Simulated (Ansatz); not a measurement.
# Phonons of BeCo (Pm-3m) against volume, part 2 of 2

Wanted: mode Grüneisen parameters of BeCo (Pm-3m).

Ansatz 0.2.0; DFT PBEsol, scalar-relativistic, plane waves, PseudoDojo norm-conserving pseudopotentials.

So far, highest frequency on the path or at a solved wavevector (cm⁻¹): step 2 (the dispersion) 543; step 4 (phonons at the other volume, volume ratio 0.97) 570.

**5. Relaxing at another volume, volume ratio 1.03**

The volume is scaled by 1.03 and held; symmetry leaves nothing to relax, so this is a single point. The modes can then be followed against volume.

Contents of input.yaml:

```yaml
crystal:
  lattice:
    - [2.5929344737, 0.0, 0.0]
    - [0.0, 2.5929344737, 0.0]
    - [0.0, 0.0, 2.5929344737]
  atoms:
    - { symbol: Be, position: [0.0, 0.0, 0.0] }
    - { symbol: Co, position: [0.5, 0.5, 0.5], spin: -0.45 }
kpoints:
  mp_grid: { grid: [16, 16, 16] }
hamiltonian:
  xc: pbesol
  pseudopotentials: { kind: nc, accuracy: standard }
scf:
  occupations: { method: gaussian, width: 0.15 }
output:
  forces: true
  stress: true
  eigenvalues: true
  populations: true
  write_density: true
  write_potential: true
  elf: true
  volumetric_format: npy
magnetization:
  spin_polarized: true
```

Started as:

```console
ansatz run input.yaml --threads 4 --pin off --max-ram 7168MiB --backend cpu --events-out ev --progress --plain --runs-dir out
```

Numbers of over 12 decimals in the logs are rounded to 6 here.

Log:

```text
[...]
Crystal: 2 atoms, lattice volume = 17.433 Å³
Basis set: ecut = 1306.14654 eV, 1863 PW (Γ), exchange–correlation on 64×64×64 points (8 copies of the dense FFT grid, shifted against one another)
Bands: 15, of which v1, the nominal top of the filled ones, is band 11 counted from 1 (10 counted from 0)
Symmetry: 48 space group operations
[...]
k-point 2 ↑: bands = [... 7 lower, 12.6652, 15.1909, 15.1909, 15.4332, 21.3538, 23.4038, 23.4038, 30.4983]
  k-point 164 ↓: bands = [... 7 lower, 11.1386, 15.6325, 15.6325, 21.8176, 21.8176, 21.8176, 22.4525, 22.4525]
--- Löwdin populations: 2 sites ---
  site symbol       q [e]    m [muB]
     0     Be      3.0558     0.0057
     1     Co     17.2057    -0.4425
  spilling = 0.035170 (of n_electrons = 21.000000)
[key lines of the parts left out:]
SCF converged after 10 iterations
Magnetization: -0.4101 μB (10.2950 up, 10.7050 down)
Free energy (F): -4537.092423 eV
Fermi energy:    15.187706 eV
P = ⅓ Tr σ = -5.9074 GPa (-59.074 kbar)
```

The job ended after 9.2 s (4 threads of Arm Neoverse V2, shared host; peak memory 0.54 GiB; 36 s of CPU time).

This step gave:

```
magnetization          : -0.4101 μB
absolute magnetization : 0.4779 μB
site moments           : 0.02016, -0.4354 μB
pressure               : -5.907 GPa
volume per atom        : 8.717 Å³
```

The cell carries a net spin moment of 0.41 μB and an absolute one of 0.48 μB.

**6. Phonons at the other volume, volume ratio 1.03**

The phonons are repeated at this volume on the same k and q meshes.

input.yaml, the sections that differ from step 5:

```yaml
crystal:
  lattice:
    - [2.5929344737, 0.0, 0.0]
    - [0.0, 2.5929344737, 0.0]
    - [0.0, 0.0, 2.5929344737]
  atoms:
    - { symbol: Be, position: [0.0, 0.0, 0.0] }
    - { symbol: Co, position: [0.5, 0.5, 0.5], spin: -0.48 }
output:
  eigenvalues: true
  populations: true
phonons:
  method: dfpt
  qmesh: [2, 2, 2]
  temperatures: { t_max: 1000, t_step: 50 }
  qpath:
    path:
      - [[0.0, 0.0, 0.0], [0.0, 0.5, 0.0], [0.5, 0.5, 0.0], [0.0, 0.0, 0.0], [0.5, 0.5, 0.5], [0.0, 0.5, 0.0]]
      - [[0.5, 0.5, 0.5], [0.5, 0.5, 0.0]]
    npoints: 10
# kpoints, hamiltonian, scf, magnetization: as in step 5
```

Log:

```text
[...]
Crystal: 2 atoms, lattice volume = 17.433 Å³
Basis set: ecut = 1306.14654 eV, 1863 PW (Γ), exchange–correlation on 64×64×64 points (8 copies of the dense FFT grid, shifted against one another)
Bands: 15, of which v1, the nominal top of the filled ones, is band 11 counted from 1 (10 counted from 0)
Symmetry: 48 space group operations
[...]
k-points: 165 of 4096
[...]
ASR residual per site (eV/Å²): 1.48e-4 7.22e-4
  Γ frequencies (cm⁻¹): 0.00 0.00 0.00 519.37 519.37 519.37
--- Phonons (arbitrary-q DFPT): 4 irreducible q on the 2×2×2 mesh ---
[...]
interpolated dispersion: 62 rows × 6 modes
[...]
--- Löwdin populations: 2 sites ---
  site symbol       q [e]    m [muB]
     0     Be      3.0558     0.0057
     1     Co     17.2057    -0.4425
  spilling = 0.035170 (of n_electrons = 21.000000)
[key lines of the parts left out:]
SCF converged after 5 iterations
Magnetization: -0.4101 μB (10.2950 up, 10.7050 down)
Free energy (F): -4537.092423 eV
Fermi energy:    15.187706 eV
```

The job ended after 3.9 min (4 threads; peak memory 3.8 GiB; 15 min of CPU time).

Numbers from this step:

```
sum-rule residual before enforcement                       : 7.22e-4 eV/Å²
highest frequency on the path or at a solved wavevector    : 519.4 cm⁻¹
mean frequency                                             : 343.4 cm⁻¹
highest optical mode at the zone centre (no LO-TO term)    : 519.4 cm⁻¹
lowest optical zone-centre mode                            : 519.4 cm⁻¹
lowest mode on the q mesh (acoustic modes at Γ apart)      : 116.1 cm⁻¹
edges of the widest gap between branches, on path and mesh : 250, 437.8 cm⁻¹
```

The highest optical mode at the zone centre (no LO-TO term) is 519.4 cm⁻¹, -23.2 cm⁻¹ against the base run.

**7. Grüneisen parameters**

The Grüneisen parameter of a mode is minus the logarithmic change of its frequency with volume, −d ln ω / d ln V; weighted by heat capacity it gives the expansion.

Numbers from this step:

| Property | Result |
| --- | --- |
| bulk modulus | 213.4 GPa |

The phonon branches at the labelled points (cm⁻¹):

```csv
point,branch 1,branch 2,branch 3,branch 4,branch 5,branch 6
Γ,0,0,0,543,543,543
halfway,149,149,174,510,538,538
X,214,214,264,466,532,532
halfway,166,205,229,508,521,537
M,124,124,244,510,541,541
halfway,99,192,237,498,530,543
Γ,0,0,0,543,543,543
halfway,184,184,223,516,531,531
R,264,264,264,534,534,534
halfway,180,207,248,516,523,542
X,214,214,264,466,532,532
jump to R,264,264,264,534,534,534
halfway,206,206,254,522,538,538
M,124,124,244,510,541,541
```

The same for volume x 0.97:

```csv
point,branch 1,branch 2,branch 3,branch 4,branch 5,branch 6
Γ,0,0,0,567,567,567
X,221,221,281,496,554,554
M,133,133,251,530,569,569
Γ,0,0,0,567,567,567
R,279,279,279,558,558,558
X,221,221,281,496,554,554
R,279,279,279,558,558,558
M,133,133,251,530,569,569
```

The same for volume x 1.03:

```csv
point,branch 1,branch 2,branch 3,branch 4,branch 5,branch 6
Γ,0,0,0,519,519,519
X,206,206,249,438,511,511
M,116,116,237,490,514,514
Γ,0,0,0,519,519,519
R,250,250,250,511,511,511
X,206,206,249,438,511,511
R,250,250,250,511,511,511
M,116,116,237,490,514,514
```

The first set of phonon branches as a text plot (rows in cm⁻¹):

```
    558 |
    534 |********************************************************
    511 |   **      ********* **     ****          ****      ****
    487 |     *   **         *                        **
    463 |      ***                                      **
    439 |
    416 |
    392 |
    368 |
    344 |
    321 |
    297 |
    273 |       **                            ****       **
    249 |      *  *  *****                  **  ****** **  ******
    226 |     *  ****     *****        **  **     *   ***   *
    202 |    * ****       ****       **  ***       *** ***   *
    178 |   ***    **    *     *        *           ***
    154 |   *       ***       *     *  *                      **
    131 |            *****     **                               *
    107 |  *              ****       **
     83 | **                  * *  **
     59 | *                    * *
     36 |*                      ** *
     12 |                         *
         Γ      X      M          Γ            R        X|R     M
```

Mode Grueneisen parameter -dln(w)/dln(V), modes matched by rank; at Γ the acoustic branches take the value of a neighbouring point of the path. The mode Grüneisen parameters at the labelled points ():

```csv
point,branch 1,branch 2,branch 3,branch 4,branch 5,branch 6
Γ,1.08,1.08,2.39,1.46,1.46,1.46
halfway,1.12,1.12,2.28,1.69,1.41,1.41
X,1.17,1.17,2.03,2.07,1.34,1.34
halfway,1.69,1.93,1.03,1.82,1.33,1.54
M,2.24,2.24,0.93,1.32,1.68,1.68
halfway,2.21,1.05,1.71,1.60,1.37,1.60
Γ,2.09,1.09,1.80,1.46,1.46,1.46
halfway,1.56,1.56,1.48,1.55,1.53,1.53
R,1.82,1.82,1.82,1.48,1.48,1.48
halfway,1.32,1.84,1.53,1.44,1.69,1.51
X,1.17,1.17,2.03,2.07,1.34,1.34
jump to R,1.82,1.82,1.82,1.48,1.48,1.48
halfway,1.83,1.83,1.41,1.40,1.59,1.59
M,2.24,2.24,0.93,1.32,1.68,1.68
```

The mode Grüneisen parameters as a text plot (rows in , shown from 0.9 to 2.3 only):

```
   2.30 |   *
   2.25 |    *         ******
   2.19 |     *              ***                                *
   2.13 |             *         *
   2.07 |       **    * *        **                      *     *
   2.02 |      ***   *                                  **
   1.96 |         * **                                 *      *
   1.90 |     *          *
   1.84 |          **                         **    ***      *
   1.78 |    *            *    ****          *  **** **   ***
   1.73 |            **    ****             *    **
   1.67 |   *         *******      **      **       *      *  ***
   1.61 |           **    ****       **  **       **         *
   1.55 |  *       *          **       *****     ** *      **
   1.50 |**        **          ***  ******************    *
   1.44 |****     *            *****               ****    ***
   1.38 |    **  **       *  **                       ***    **
   1.32 |      ***** ***** **                       *   **     **
   1.26 |                                            ***
   1.21 |        *                                     **
   1.15 |    *****                                       *    *
   1.09 |****     *           *****
   1.03 |                  ***                                 *
   0.98 |           ***  **                                     *
         Γ      X      M          Γ            R        X|R     M
```

**8. Results**

```yaml
bulk_modulus: 213 GPa
```

What this shows: No expansion is given, because the q mesh is too coarse for sums over the spectrum. The highest optical mode at Γ goes from 567 to 519 cm⁻¹ as the cell grows, a Grüneisen parameter of 1.46. Mode parameters on the path run from 0.93 to 2.4, with a median of 1.5. Branches are matched by rank, so values near crossings are rough. The q mesh stands for a supercell only 5.1 Å across, so branches between the solved wavevectors are rough. The magnetic state is the one that the run reached from its starting moments; a lower one was not ruled out. With no gap, or one that is small against the smearing, the frequencies hang on the k mesh and the smearing, most of all near Kohn anomalies. A phonon run warned that its eigensolver left some bands unconverged in a pass.

[Logs are printed without paths, hosts, clocks, repeated set-up lines and the standing remarks that a program may print on its own settings, such as how far it seeks lower states.]

[Hosts, paths, dates, database ids (printed as entryN), source tags and the programs' standing remarks are cut or masked in the printed files.]
